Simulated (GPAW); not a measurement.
# A GW chain in GPAW: H (I4/mmm), part 2 of 2

Wanted: ground state, empty states, screening and self-energy for H (I4/mmm).

GPAW 26.7.0; LDA and many-body steps on it, plane waves. Known limits of the many-body steps: not at the basis limit.

So far. Step 3 (Bands along the symmetry lines): The gap is 9.042 eV, −0.002 eV from the run before at this level. Step 4 (Empty states on the mesh, 6×6×6 mesh, 119 bands): On this mesh the gap is 9.044 eV.

### Step 5. Screening and self-energy, 6×6×6 mesh, 109 bands, screening to 125 eV

Now the one-shot GW correction: screening in the RPA, then the self-energy of the levels asked for.

This step: G0W0 on LDA, plane waves, PAW.

run.py reads:

```python
import json
import numpy as np
from gpaw.mpi import world
from gpaw.response.g0w0 import G0W0

gw = G0W0('full.gpw',
    filename='gw',
    kpts=[0, 18, 29],
    bands=(0, 3),
    ecut=125,
    nbands=109,
    integrate_gamma='WS',
    ppa=True)
gw.calculate()
res = {mode: {k: v for k, v in r.items() if k != 'sigma_eskwn'}
       for mode, r in gw.all_results.items()}

if world.rank == 0:
    with open('result.json', 'w') as f:
        json.dump(res, f, default=lambda x: x.tolist())
```

Command:

```bash
$ mpirun -n 4 gpaw python run.py
```

Numbers of over 12 decimals in the logs are rounded to 6 here.

The program printed:

```text
Using integrator: PointIntegrator
FrequencyGridDescriptor(from 0.000+0.000j to 0.000+27.211j eV, 2 points)
Nonperiodic BCs:  [False False False]
Using integrator: PointIntegrator
FrequencyGridDescriptor(from 0.000+0.000j to 0.000+27.211j eV, 2 points)
Nonperiodic BCs:  [False False False]
  ___  _ _ _
 |   || | | |
 | | || | | |
 |__ ||_____|
 |___|

BZ k-points: Symmetries present (total): 16

  [... matrices ...]
216 k-points: 6 x 6 x 6 Monkhorst-Pack grid + [1/12,1/12,1/12]
30 k-points in the irreducible part of the Brillouin zone
       k-points in crystal coordinates                weights
   0:     0.00000000    0.00000000    0.00000000          1/216
   1:     0.16666667   -0.16666667    0.00000000          4/216
   2:     0.16666667   -0.16666667    0.16666667          4/216
   3:     0.16666667    0.00000000    0.00000000          8/216
   4:     0.16666667    0.16666667   -0.16666667          2/216
   5:     0.33333333   -0.33333333    0.00000000          4/216
   6:     0.33333333   -0.33333333    0.16666667          8/216
   7:     0.33333333   -0.33333333    0.33333333          4/216
   8:     0.33333333   -0.16666667    0.00000000         16/216
   9:     0.33333333   -0.16666667    0.16666667          8/216
          ...
  29:     0.50000000    0.50000000    0.50000000          1/216

Distributing spins, k-points and bands (1 x 3 x 3) over 4 processes
Number of blocks: 1

Quasi particle states:
k-points (IBZ indices): [0, 18, 29]
Band range: (0, 3)
  [... matrices ...]
Computational parameters:
Plane wave cut-off: 125 eV
Number of bands: 109
Coulomb cutoff: None
Broadening: 0.1 eV

fxc modes: GW
Kernel: RPA
Using Godby-Needs plasmon-pole approximation:
  Fitting energy: i*E0, E0 = 1.000 Hartree
Summing all q:

Calculating screened Coulomb potential
No Coulomb truncation
FrequencyGridDescriptor(from 0.000+0.000j to 0.000+27.211j eV, 2 points)
Removing empty qpoint cache files...

Calculating chi0 body with:
    Ground state adapter containing:
    Number of spins: 1
    Number of kpoints: 216
    Number of irreducible kpoints: 30
    Number of completely occupied states: 1
    Number of partially occupied states: 1
    Occupied states memory: 0.141312 M / cpu

    Linear response parametrization:
    q_c: [1.3877787807814457e-17, 1.3877787807814457e-17, 1.3877787807814457e-17]
    Number of frequency points: 2
    Planewave cutoff: 125.0
    Number of bands: 109
    Number of planewaves: 119
    Broadening (eta): 1e-06
    comm.size: 4
    kncomm.size: 4
    blockcomm.size: 1

    Memory estimate of potentially large arrays:
        chi0_wGG: 0.432159 M / cpu
Integrating chi0 body.

Symmetries of q_c:
    Direct symmetries (Uq -> q): 16
    Indirect symmetries (TUq -> q): 0
In total 16 allowed symmetries.

  [... matrices ...]
30 groups of equivalent kpoints. 86.111111% reduction.

Integral kind: response function
Integrating chi0 head and wings.

Symmetries of q_c:
    Direct symmetries (Uq -> q): 16
    Indirect symmetries (TUq -> q): 0
In total 16 allowed symmetries.

  [... matrices ...]
30 groups of equivalent kpoints. 86.111111% reduction.

Integral kind: response function wings

Calculating chi0 body with:
    Ground state adapter containing:
    Number of spins: 1
    Number of kpoints: 216
    Number of irreducible kpoints: 30
    Number of completely occupied states: 1
    Number of partially occupied states: 1
[... the further q-points ...]

Results:
f:      Occupation numbers
eps:     KS-eigenvalues [eV]
vxc:     KS vxc [eV]
exx:     Exact exchange [eV]
sigma:   Self-energies [eV]
dsigma:  Self-energy derivatives
Z:       Renormalization factors
qp:      QP-energies [eV]

k-point 0 (0): (0.000, 0.000, 0.000)                GW
band       f     eps     vxc     exx   sigma  dsigma       Z      qp
                                                                   GW
   0   1.000 -10.139 -10.606 -16.730   0.732  -0.150   0.869 -14.827
   1   0.000   2.508  -6.421  -2.864  -1.475  -0.090   0.917   4.418
   2   0.000   6.969  -9.218  -3.319  -2.037  -0.129   0.886  10.392

k-point 1 (18): (0.500, 0.000, 0.500)                GW
band       f     eps     vxc     exx   sigma  dsigma       Z      qp
                                                                   GW
   0   1.000  -9.154 -11.817 -17.761   0.656  -0.152   0.868 -13.743
   1   0.000   0.124  -5.447  -1.695  -1.361  -0.079   0.927   2.341
   2   0.000   5.473  -4.544  -1.015  -1.555  -0.086   0.921   7.290

k-point 2 (29): (0.500, 0.500, 0.500)                GW
band       f     eps     vxc     exx   sigma  dsigma       Z      qp
                                                                   GW
   0   1.000  -8.920 -12.116 -18.010   0.637  -0.153   0.867 -13.479
   1   0.000   3.802  -5.050  -1.180  -1.513  -0.075   0.930   5.995
   2   0.000   3.802  -5.050  -1.180  -1.513  -0.075   0.930   5.995
```

Run time: 92 s. Hardware: 4 MPI ranks of Arm Neoverse V2, shared host; peak memory 0.74 GiB; 6.1 min of CPU time.

Numbers from this step:

```
G0W0 gap on the points computed              : 15.82 eV
least direct G0W0 gap on the computed points : 16.08 eV
Z at the valence top                         : 0.8673
Z at the conduction bottom                   : 0.9270
starting gap on the mesh                     : 9.044 eV
k of the valence top                         : 0.5, 0.5, 0.5
k of the conduction bottom                   : 0.5, 0, 0.5
```

The gap on the mesh goes from 9.04 eV to 15.82 eV, a correction of +6.78 eV.

Limits: finite bands, cutoff and mesh. v1 is the top filled band, c1 the lowest empty one. Levels before and after the correction, in eV, zero at the valence-band top of each column:

|  | conduction bottom | valence top |
| --- | --- | --- |
| Kohn-Sham | 9.04 | 0.00 |
| G0W0 | 15.82 | 0.00 |

|  | level | energy (eV) |
| --- | --- | --- |
| Kohn-Sham | (0.5 0 0.5) v1 | -0.235 |
| Kohn-Sham | (0.5 0 0.5) c1 | 9.044 |
| Kohn-Sham | (0.5 0 0.5) c2 | 14.393 |
| Kohn-Sham | (0.5 0.5 0.5) v1 | 0.000 |
| Kohn-Sham | (0.5 0.5 0.5) c1-c2 | 12.722 |
| G0W0 | (0.5 0 0.5) v1 | -0.264 |
| G0W0 | (0.5 0 0.5) c1 | 15.820 |
| G0W0 | (0.5 0 0.5) c2 | 20.769 |
| G0W0 | (0.5 0.5 0.5) v1 | 0.000 |
| G0W0 | (0.5 0.5 0.5) c1-c2 | 19.474 |

### Step 6. Where the time went

Times are wall times on 4 MPI ranks of Arm Neoverse V2, shared host, good to a factor of about two.

| step | time | share | memory (GiB) |
| --- | --- | --- | --- |
| ground state | 4.2 s | 4 % | 0.58 |
| bands along the symmetry lines | 4.5 s | 4 % | 0.6 |
| empty states on the mesh | 17 s | 15 % | 1.3 |
| screening and self-energy | 92 s | 78 % | 0.74 |

### Step 7. Outcome

```json
{"LDA gap": "9.04 eV, indirect", "G0W0 gap on the mesh": "15.82 eV", "GW settings": "6×6×6 mesh, 109 bands, screening to 125 eV, Godby-Needs plasmon pole", "known limits": "not at the basis limit"}
```

G0W0 moves the gap on the mesh from 9.04 eV to 15.82 eV (+6.78 eV), with Z of 0.87 and 0.93 at the edges. Only 3 of the mesh's irreducible points were corrected, so a valley elsewhere could overtake. The dearest step here is «screening and self-energy». Bands and cutoff are finite, so the gap is not at the basis limit. The miss can reach some tenths of an eV and take either sign; the mesh is an error of its own. These stock PAW sets were not made for GW. In the G0W0 run levels were corrected at 3 k points alone, so a gap called «on the mesh» is the least over those, and an edge elsewhere would be missed.

[Paths, hosts, dates, memory and timing lines, banners, echoed tables and standing remarks are left out of the program output.]

[Logs are printed without paths, hosts, clocks, repeated set-up lines and the standing remarks that a program may print on its own settings, such as how far it seeks lower states.]

[Runs of the session that timed out or met a known fault of the program may be left out.]

[Hosts, paths, dates, database ids (printed as entryN), source tags and the programs' standing remarks are cut or masked in the printed files.]
